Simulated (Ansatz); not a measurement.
# Cs on Ir(111): change of the work function

How does one ordered layer of Cs (fcc site) change the work function of Ir(111), and what dipole does each adsorbate carry?

Main program and level: Ansatz 0.2.0; plane-wave DFT, PBE, Ansatz PAW.

## 1. Set-up

The cell holds 4 atoms: 4 Ir. Its edges and angles: a = 2.715 Å, b = 2.715 Å, c = 24.651 Å, α = 90.0°, β = 90.0°, γ = 60.0°. Vacuum lies along c.

## 2. The clean slab

The bare slab comes first, as the zero from which every change is counted. The two lowest layers are held at bulk places and the upper ones relax. The dipole correction removes the false field that a one-sided slab makes across the periodic vacuum, so each face gets a flat vacuum level of its own.

Input file input.yaml:

```yaml
crystal:
  lattice:
    - [2.7152900398, 0.0, 0.0]
    - [1.3576450199, 2.3515101531, 0.0]
    - [0.0, 0.0, 24.6510751011]
  atoms:
    - { symbol: Ir, position: [0.0, 0.0, 0.3650956383] }
    - { symbol: Ir, position: [0.3333333333, 0.3333333333, 0.4550318794] }
    - { symbol: Ir, position: [0.6666666667, 0.6666666667, 0.5449681206] }
    - { symbol: Ir, position: [0.0, 0.0, 0.6349043617] }
kpoints:
  mp_grid: { grid: [12, 12, 1] }
hamiltonian:
  xc: pbe
scf:
  occupations: { method: fermi_dirac, width: 0.1 }
  convergence: { dr2_threshold: 1.0e-08 }
efield:
  axis: 3
  dipole_correction: true
  ramp_position: 0.97
  ramp_width: 0.06
relax:
  f_tol: 0.02
  max_steps: 60
  constraints: [{ sites: [0, 1] }]
output:
  write_potential: true
  write_density: true
  volumetric_format: npy
```

Run with:

```
> ansatz run input.yaml --threads 4 --pin off --max-ram 6144MiB --backend cpu --events-out ev --progress --plain --runs-dir out
```

Numbers of over 12 decimals in the logs are rounded to 6 here.

What it wrote:

```text
Engine: ansatz 0.2.0, x86_64-unknown-linux-gnu
Pseudopotentials: kind: paw
Pseudopotential: Ir, paw, valence charge 17, recommended cutoff 420 eV (normal), Ir.paw.azcp
Functional definition: PBE
  parameter kappa = 0.804
  parameter beta = 0.066725
  exchange = pbe_x(kappa = kappa, mu = beta*pi^2/3)
  correlation = pbe_c(beta = beta)
Crystal: 4 atoms, lattice volume = 157.398 Å³
Basis set: ecut = 420 eV, 3101 PW (Γ), exchange–correlation on 40×40×360 points (8 copies of the dense FFT grid, shifted against one another)
Bands: 41, of which v1, the nominal top of the filled ones, is band 34 counted from 1 (33 counted from 0)
Symmetry: 6 space group operations
k-points: 19 of 144 (time reversal used)
Non-local potential: Ir, projectors of the file, l = 0: 3, l = 1: 2, l = 2: 2, l = 3: 1
PAW form: soft (Blöchl's): semilocal exchange-correlation on the pseudo side does not see the compensation charge
PAW one-centre angular grid: Ir, 590 points (default); XC on 64 Gauss nodes
Initial density: superposition of atomic densities (neutral atoms: chi_scale 0, normalization atom), corrected by the library's trained network
Initial wavefunctions: pseudopotential atomic-orbital guess
Functional: x = pbe(κ = 0.804, μ = 0.219515), c = pbe(β = 0.066725)
SCF iter   1: F=—  HF=-47739.534662 eV  |F-HF|=—  |Δ(HF+E_count)|=         —  Δρ=6.19e-3  dr2=3.30e-1  ethr=1.77e-3  p=0.000 e·Å  D=2.60e-13 V/Å  ΔV_dip=-0.00 eV  dr2_dipole=3.63e-7  V_vac-E_F(+/−)=5.19/5.19 eV  ⟨swp⟩=7.8  Hψ=3557  notcnv=0  defer=2
efield: sawtooth ramp at fractional position 0.9700 (set: `efield.ramp_position`, or a place that a band, a saddle search or an elastic batch's reference lends), width 0.0600; the density the first Hamiltonian is built on has a dipole p = 0.000 e·Å; the dipole correction subtracts the counter field D = 2.60e-13 V/Å, which shifts the + side's vacuum level by -0.00 eV against the − side's; the planar-averaged density in the ramp window peaks in size at 1.1e-5 e/Å³
preconditioner: auto → LDOS  [metal: Δε(μ)=0.097 eV  Ē_g=6.266 eV  σ=0.100 eV  W_gap=0.23  n_scr=18 (ndim 8)  ℏωp=17.8 eV  f_vac=0.579  D(μ)=3.93/eV (n_scr^D=16)  β→1.0]
SCF iter   2: F=—  HF=-47739.532900 eV  |F-HF|=—  |Δ(HF+E_count)|=   1.76e-3  Δρ=2.42e-3  dr2=2.91e-2  ethr=4.85e-4  p=-0.000 e·Å  D=-4.09e-5 V/Å  ΔV_dip=0.00 eV  dr2_dipole=6.09e-7  V_vac-E_F(+/−)=5.47/5.47 eV  ⟨swp⟩=1.8  Hψ=981  notcnv=0  defer=3
SCF iter   3: F=—  HF=-47739.530408 eV  |F-HF|=—  |Δ(HF+E_count)|=   2.49e-3  Δρ=5.42e-4  dr2=4.60e-4  ethr=4.28e-5  p=-0.000 e·Å  D=-3.22e-6 V/Å  ΔV_dip=0.00 eV  dr2_dipole=1.63e-8  V_vac-E_F(+/−)=5.48/5.48 eV  ⟨swp⟩=1.8  Hψ=1050  notcnv=0  defer=3
SCF iter   4: F=—  HF=-47739.530405 eV  |F-HF|=—  |Δ(HF+E_count)|=   3.47e-6  Δρ=1.07e-4  dr2=1.71e-5  ethr=6.77e-7  p=-0.000 e·Å  D=-2.53e-6 V/Å  ΔV_dip=0.00 eV  dr2_dipole=6.07e-10  V_vac-E_F(+/−)=5.49/5.48 eV  ⟨swp⟩=2.5  Hψ=1492  notcnv=0  defer=3
SCF iter   5: F=—  HF=-47739.530409 eV  |F-HF|=—  |Δ(HF+E_count)|=   4.46e-6  Δρ=3.97e-5  dr2=2.39e-6  ethr=2.51e-8  p=-0.000 e·Å  D=-6.56e-7 V/Å  ΔV_dip=0.00 eV  dr2_dipole=1.79e-10  V_vac-E_F(+/−)=5.49/5.49 eV  ⟨swp⟩=3.4  Hψ=1846  notcnv=0  defer=3
SCF iter   6: F=—  HF=-47739.530404 eV  |F-HF|=—  |Δ(HF+E_count)|=   5.11e-6  Δρ=1.68e-5  dr2=6.20e-7  ethr=3.51e-9  p=-0.000 e·Å  D=-9.97e-7 V/Å  ΔV_dip=0.00 eV  dr2_dipole=7.97e-11  V_vac-E_F(+/−)=5.49/5.49 eV  ⟨swp⟩=2.4  Hψ=1294  notcnv=0  defer=3
SCF iter   7: F=—  HF=-47739.530405 eV  |F-HF|=—  |Δ(HF+E_count)|=   3.14e-7  Δρ=3.99e-6  dr2=5.24e-8  ethr=9.12e-10  p=-0.000 e·Å  D=-2.22e-7 V/Å  ΔV_dip=0.00 eV  dr2_dipole=1.25e-12  V_vac-E_F(+/−)=5.49/5.49 eV  ⟨swp⟩=2.8  Hψ=1527  notcnv=0  defer=3
SCF iter   8: F=-47739.530405 eV  HF=-47739.530405 eV  |F-HF|=7.64e-9  |Δ(HF+E_count)|=   1.78e-8  Δρ=1.09e-6  dr2=3.19e-9  ethr=1.47e-11  p=-0.000 e·Å  D=-3.81e-8 V/Å  ΔV_dip=0.00 eV  dr2_dipole=9.23e-15  V_vac-E_F(+/−)=5.49/5.49 eV  ⟨swp⟩=11.1  Hψ=5991  notcnv=0
SCF 1 converged in 8 iterations: F = -47739.530405 eV  dr2 = 3.19e-9
  greatest PAW one-centre occupation: 1.000 electrons in one spin orbital (limit 2), on the Ir atom at site 1 (counted from 0), in its partial waves of l = 0
relax step   1: F+E_penalty+E_count = -47739.53040454 eV  Δ(F+E_penalty+E_count) = +0.000e0 eV  max|allowed force component| = 1.352e-1 eV/Å  Δτ_max = 0.0000 Å  (8 SCF iters, accepted)
Initial density: handed on by an earlier stage of this run
Initial wavefunctions: those handed on with the density
iter 1 solved again at ethr=1.27e-4 eV; its pass at ethr=3.10e-3 eV (dr2=8.61e-2 eV) is discarded
SCF iter   1: F=—  HF=-47739.531029 eV  |F-HF|=—  |Δ(HF+E_count)|=         —  Δρ=2.46e-3  dr2=7.87e-2  ethr=1.27e-4  p=-0.000 e·Å  D=-3.37e-7 V/Å  ΔV_dip=0.00 eV  dr2_dipole=3.17e-2  V_vac-E_F(+/−)=5.48/5.48 eV  ⟨swp⟩=1.9  Hψ=2300  notcnv=0  defer=5
efield: sawtooth ramp at fractional position 0.9700 (set: `efield.ramp_position`, or a place that a band, a saddle search or an elastic batch's reference lends), width 0.0600; the density the first Hamiltonian is built on has a dipole p = -0.000 e·Å; the dipole correction subtracts the counter field D = -3.37e-7 V/Å, which shifts the + side's vacuum level by +0.00 eV against the − side's; the planar-averaged density in the ramp window peaks in size at 2.8e-6 e/Å³
preconditioner: auto → LDOS  [metal: Δε(μ)=0.080 eV  Ē_g=6.312 eV  σ=0.100 eV  W_gap=0.19  n_scr=18 (ndim 8)  ℏωp=17.8 eV  f_vac=0.582  D(μ)=3.84/eV (n_scr^D=16)  β→1.0]
SCF iter   2: F=—  HF=-47739.530294 eV  |F-HF|=—  |Δ(HF+E_count)|=   7.34e-4  Δρ=1.06e-3  dr2=4.86e-3  ethr=1.16e-4  p=0.002 e·Å  D=2.34e-3 V/Å  ΔV_dip=-0.06 eV  dr2_dipole=1.15e-3  V_vac-E_F(+/−)=5.44/5.50 eV  ⟨swp⟩=2.0  Hψ=965  notcnv=0  defer=5
SCF iter   3: F=—  HF=-47739.529493 eV  |F-HF|=—  |Δ(HF+E_count)|=   8.01e-4  Δρ=4.91e-4  dr2=1.58e-3  ethr=7.15e-6  p=0.000 e·Å  D=5.10e-4 V/Å  ΔV_dip=-0.01 eV  dr2_dipole=1.15e-5  V_vac-E_F(+/−)=5.48/5.49 eV  ⟨swp⟩=3.0  Hψ=1497  notcnv=0  defer=5
SCF iter   4: F=—  HF=-47739.529185 eV  |F-HF|=—  |Δ(HF+E_count)|=   3.08e-4  Δρ=7.80e-5  dr2=1.08e-5  ethr=2.32e-6  p=0.001 e·Å  D=9.35e-4 V/Å  ΔV_dip=-0.02 eV  dr2_dipole=1.05e-6  V_vac-E_F(+/−)=5.47/5.49 eV  ⟨swp⟩=2.2  Hψ=1153  notcnv=0  defer=5
SCF iter   5: F=—  HF=-47739.529181 eV  |F-HF|=—  |Δ(HF+E_count)|=   4.36e-6  Δρ=3.71e-5  dr2=3.99e-6  ethr=1.59e-8  p=0.001 e·Å  D=8.37e-4 V/Å  ΔV_dip=-0.02 eV  dr2_dipole=1.42e-8  V_vac-E_F(+/−)=5.47/5.50 eV  ⟨swp⟩=2.9  Hψ=1583  notcnv=0  defer=5
SCF iter   6: F=—  HF=-47739.529168 eV  |F-HF|=—  |Δ(HF+E_count)|=   1.25e-5  Δρ=9.87e-6  dr2=2.11e-7  ethr=5.87e-9  p=0.001 e·Å  D=7.52e-4 V/Å  ΔV_dip=-0.02 eV  dr2_dipole=5.91e-9  V_vac-E_F(+/−)=5.48/5.49 eV  ⟨swp⟩=2.2  Hψ=1200  notcnv=0  defer=5
SCF iter   7: F=—  HF=-47739.529168 eV  |F-HF|=—  |Δ(HF+E_count)|=   2.29e-7  Δρ=4.00e-6  dr2=3.19e-8  ethr=3.11e-10  p=0.001 e·Å  D=7.22e-4 V/Å  ΔV_dip=-0.02 eV  dr2_dipole=6.67e-9  V_vac-E_F(+/−)=5.48/5.49 eV  ⟨swp⟩=3.1  Hψ=1431  notcnv=0  defer=5
SCF iter   8: F=-47739.529169 eV  HF=-47739.529169 eV  |F-HF|=8.46e-9  |Δ(HF+E_count)|=   8.40e-8  Δρ=1.08e-6  dr2=2.72e-9  ethr=1.47e-11  p=0.001 e·Å  D=7.05e-4 V/Å  ΔV_dip=-0.02 eV  dr2_dipole=3.09e-10  V_vac-E_F(+/−)=5.48/5.49 eV  ⟨swp⟩=11.2  Hψ=5985  notcnv=0
SCF 2 converged in 8 iterations: F = -47739.529169 eV  dr2 = 2.72e-9
  greatest PAW one-centre occupation: 1.000 electrons in one spin orbital (limit 2), on the Ir atom at site 2 (counted from 0), in its partial waves of l = 0
relax step   2: F+E_penalty+E_count = -47739.52916854 eV  Δ(F+E_penalty+E_count) = +1.236e-3 eV  max|allowed force component| = 2.063e-1 eV/Å  Δτ_max = 0.0402 Å  (8 SCF iters, rejected (line search))
SCF iter   1: F=—  HF=-47739.532182 eV  |F-HF|=—  |Δ(HF+E_count)|=         —  Δρ=1.53e-3  dr2=2.86e-2  ethr=4.36e-4  p=0.001 e·Å  D=7.05e-4 V/Å  ΔV_dip=-0.02 eV  dr2_dipole=1.13e-2  V_vac-E_F(+/−)=5.48/5.50 eV  ⟨swp⟩=2.7  Hψ=1390  notcnv=0  defer=5
efield: sawtooth ramp at fractional position 0.9700 (set: `efield.ramp_position`, or a place that a band, a saddle search or an elastic batch's reference lends), width 0.0600; the density the first Hamiltonian is built on has a dipole p = 0.001 e·Å; the dipole correction subtracts the counter field D = 7.05e-4 V/Å, which shifts the + side's vacuum level by -0.02 eV against the − side's; the planar-averaged density in the ramp window peaks in size at 2.3e-6 e/Å³
preconditioner: auto → LDOS  [metal: Δε(μ)=0.082 eV  Ē_g=6.284 eV  σ=0.100 eV  W_gap=0.20  n_scr=18 (ndim 8)  ℏωp=17.8 eV  f_vac=0.581  D(μ)=3.88/eV (n_scr^D=16)  β→1.0]
SCF iter   2: F=—  HF=-47739.531729 eV  |F-HF|=—  |Δ(HF+E_count)|=   4.53e-4  Δρ=6.52e-4  dr2=1.43e-3  ethr=4.20e-5  p=-0.000 e·Å  D=-4.32e-4 V/Å  ΔV_dip=0.01 eV  dr2_dipole=2.25e-4  V_vac-E_F(+/−)=5.50/5.49 eV  ⟨swp⟩=2.1  Hψ=1154  notcnv=0  defer=5
SCF iter   3: F=—  HF=-47739.531483 eV  |F-HF|=—  |Δ(HF+E_count)|=   2.46e-4  Δρ=3.15e-4  dr2=6.21e-4  ethr=2.10e-6  p=0.000 e·Å  D=4.60e-4 V/Å  ΔV_dip=-0.01 eV  dr2_dipole=3.41e-6  V_vac-E_F(+/−)=5.48/5.49 eV  ⟨swp⟩=2.9  Hψ=1511  notcnv=0  defer=5
SCF iter   4: F=—  HF=-47739.531357 eV  |F-HF|=—  |Δ(HF+E_count)|=   1.26e-4  Δρ=4.39e-5  dr2=3.31e-6  ethr=9.13e-7  p=0.000 e·Å  D=1.92e-4 V/Å  ΔV_dip=-0.00 eV  dr2_dipole=7.78e-8  V_vac-E_F(+/−)=5.49/5.49 eV  ⟨swp⟩=2.1  Hψ=1153  notcnv=0  defer=5
SCF iter   5: F=—  HF=-47739.531341 eV  |F-HF|=—  |Δ(HF+E_count)|=   1.61e-5  Δρ=2.02e-5  dr2=1.03e-6  ethr=4.87e-9  p=0.000 e·Å  D=2.40e-4 V/Å  ΔV_dip=-0.01 eV  dr2_dipole=6.17e-9  V_vac-E_F(+/−)=5.49/5.49 eV  ⟨swp⟩=3.1  Hψ=1636  notcnv=0  defer=5
SCF iter   6: F=—  HF=-47739.531341 eV  |F-HF|=—  |Δ(HF+E_count)|=   3.79e-7  Δρ=8.02e-6  dr2=1.31e-7  ethr=1.52e-9  p=0.000 e·Å  D=2.78e-4 V/Å  ΔV_dip=-0.01 eV  dr2_dipole=2.75e-9  V_vac-E_F(+/−)=5.49/5.49 eV  ⟨swp⟩=2.2  Hψ=1171  notcnv=0  defer=5
SCF iter   7: F=—  HF=-47739.531342 eV  |F-HF|=—  |Δ(HF+E_count)|=   1.54e-7  Δρ=2.33e-6  dr2=1.12e-8  ethr=1.92e-10  p=0.000 e·Å  D=2.91e-4 V/Å  ΔV_dip=-0.01 eV  dr2_dipole=3.51e-9  V_vac-E_F(+/−)=5.49/5.49 eV  ⟨swp⟩=2.3  Hψ=1199  notcnv=0  defer=5
SCF iter   8: F=-47739.531342 eV  HF=-47739.531342 eV  |F-HF|=4.80e-9  |Δ(HF+E_count)|=   3.00e-8  Δρ=5.88e-7  dr2=7.04e-10  ethr=1.47e-11  p=0.000 e·Å  D=2.99e-4 V/Å  ΔV_dip=-0.01 eV  dr2_dipole=3.52e-11  V_vac-E_F(+/−)=5.49/5.49 eV  ⟨swp⟩=10.5  Hψ=5642  notcnv=0
SCF 3 converged in 8 iterations: F = -47739.531342 eV  dr2 = 7.04e-10
relax step   3: F+E_penalty+E_count = -47739.53134163 eV  Δ(F+E_penalty+E_count) = -9.371e-4 eV  max|allowed force component| = 2.789e-3 eV/Å  Δτ_max = 0.0158 Å  (8 SCF iters, accepted)
NSCF: frozen V_eff on 19 k-points
the band table was solved once a step of the walk had ended and its energy, with any forces and stress, was formed, with the checks that follow a solve (3881 applications of the Hamiltonian). They found nothing against the state; the energy, forces and stress were not computed again (output.eigenvalues in the input reference)
WARN: The output density's exchange-correlation potential varies sharply where the density is thin. Do not read a vacuum level from v_tot or v_xc, or from such a field of the output density. On a cell that repeats whose density bears no net charge and no dipole along the vacuum's axis use v_es (v_loc + v_h of the components); under efield.dipole_correction with no amplitude use v_es + v_field, which holds any externa [...]
SCF converged after 8 iterations
Free energy (F): -47739.531342 eV
Harris-Foulkes:  -47739.531342 eV  (|F-HF|=4.80e-9)
Internal energy: -47739.398849 eV  (E = F + TS)
E sigma→0 (E₀):  -47739.465095 eV
Entropy (-TS):   -0.132493 eV (-33.123 meV/atom)
Fermi energy:    5.735751 eV
Dipole field:    D = 0.000308 V/Å  (p = 0.000268 e·Å, saw-weighted, corrected)
Work function:   Φ+ = 5.4864 eV   Φ− = 5.4940 eV
Levels:          The Fermi level and band energies are counted from a zero that moves with the ramp; work functions are not
--- Per-component energies (eV) ---
  E_band       = -1671.576540
  E_kinetic    = 2486.113091
  E_local      = -117421.112783  (includes V_loc(G=0)·N_el)
  E_nonlocal   = 291.629511
  E_hartree    = 57547.560044
  E_xc         = -1068.589999
  E_vxc        = -1195.849487  (∫ρ·V_xc dr)
  E_paw        = -36893.549535  (= ΣΔE_a)
  E_vpaw       = -927.471881  (= ΣTr[D̂ρ^β])
  E_aug_tail   = 0.000219  (compensation charges beyond the density's cutoff)
  E_efield     = 0.000000  (sawtooth field / dipole correction)
  E_vefield    = 0.000096  (∫n·V_field dr)
  E_ewald      = 47318.550604
  E_smearing   = -0.132493  (= −TS)
  E_closure    = -0.000000  (closes the sum)
  Σ components = -47739.531342   (vs F -47739.531342, Δ=0.00e0)
--- Forces (eV/Å), atoms counted from 1 ---
  atom   1  Ir     0.00000000    -0.00000000     0.12831676
  atom   2  Ir     0.00000000    -0.00000000    -0.13090787
  atom   3  Ir     0.00000000     0.00000000    -0.00020095
  atom   4  Ir     0.00000000     0.00000000     0.00278891
  max |Σ_I F_I| component: 3.15e-6 eV/Å
--- Band table (eV; the first three rows and the last of 19) ---
  k-point 0: bands = [... 30 lower, 2.8245, 4.5654, 4.5654, 4.9154, 4.9154, 5.0203, 5.8533, 5.8533, ... 3 higher]
  k-point 1: bands = [... 30 lower, 3.0292, 4.3234, 4.3914, 4.3950, 4.8764, 4.9658, 5.3069, 5.8533, ... 3 higher]
  k-point 2: bands = [... 30 lower, 3.6025, 3.6292, 3.8672, 4.2957, 4.5009, 4.9807, 5.8191, 5.8473, ... 3 higher]
  k-point 18: bands = [... 30 lower, 4.4076, 4.4245, 5.5716, 6.0441, 6.1830, 6.1849, 11.3203, 11.4245, ... 3 higher]
--- Relaxed structure (3 steps of the walk, 2 accepted, 0 SCFs on fresh bases) ---
  F+E_penalty+E_count = -47739.53134163 eV   max|allowed force component| = 2.789e-3 eV/Å
  atoms:
    - { symbol: Ir, position: [0.0, 0.0, 0.365096] }
    - { symbol: Ir, position: [0.333333, 0.333333, 0.4550318794] }
    - { symbol: Ir, position: [0.666667, 0.666667, 0.544863] }
    - { symbol: Ir, position: [-7.456009803012658e-19, 0, 0.634264] }
```

Run time: 4.6 s. Hardware: 4 threads of Intel Xeon Platinum 8559C (Emerald Rapids), shared host; peak memory 0.57 GiB; 17 s of CPU time.

The steps of the relaxation:

```tsv
step	energy less that of the first step (eV)	largest force component (eV/Å)
1	0.0000	0.1352
2	0.0012	0.2063
3	-0.0009	0.0028
```

Relaxation step 2 was tried and not accepted.

The run keeps the 6 symmetry operations that it works with, so distortions that break them were not tested.

The atoms that moved most (Å):

```tsv
atom	dx	dy	dz	length
Ir4	0.000	0.000	-0.016	0.016
```

This step gave:

```yaml
energy_at_zero_smearing: -47739.4651 eV
work_function_upper_face: 5.486 eV
dipole_along_the_normal: 2.68e-4 e·Å
```

Running mean over 2.217 Å of the planar mean; the ramp of the sawtooth is left out. Table of electron's electrostatic potential energy less the Fermi level by z:

```tsv
z (Å)	electron's electrostatic potential energy less the Fermi level (eV)
4	5.49
5	5.49
6	5.42
7	4.28
8	-5.49
9	-12.7
10	-13.3
11	-13.5
12	-13.6
13	-13.6
14	-13.6
15	-13.3
16	-11.7
17	-0.753
18	5.04
19	5.46
20	5.48
21	5.49
```

The relaxation took 3 steps and lowered the energy by 9.4e-4 eV; the largest force on the free atoms ends at 0.0028 eV/Å.

The work function of the upper face is 5.49 eV.

(Continued in part 2 of 2.)

[Logs are printed without paths, hosts, clocks, repeated set-up lines and the standing remarks that a program may print on its own settings, such as how far it seeks lower states.]

[Hosts, paths, dates, database ids (printed as entryN), source tags and the programs' standing remarks are cut or masked in the printed files.]

[Maps of the electrostatic potential energy from Ansatz leave out the sawtooth potential of an applied field or a dipole correction, so their vacuum need not be flat; planar profiles and work functions include it.]
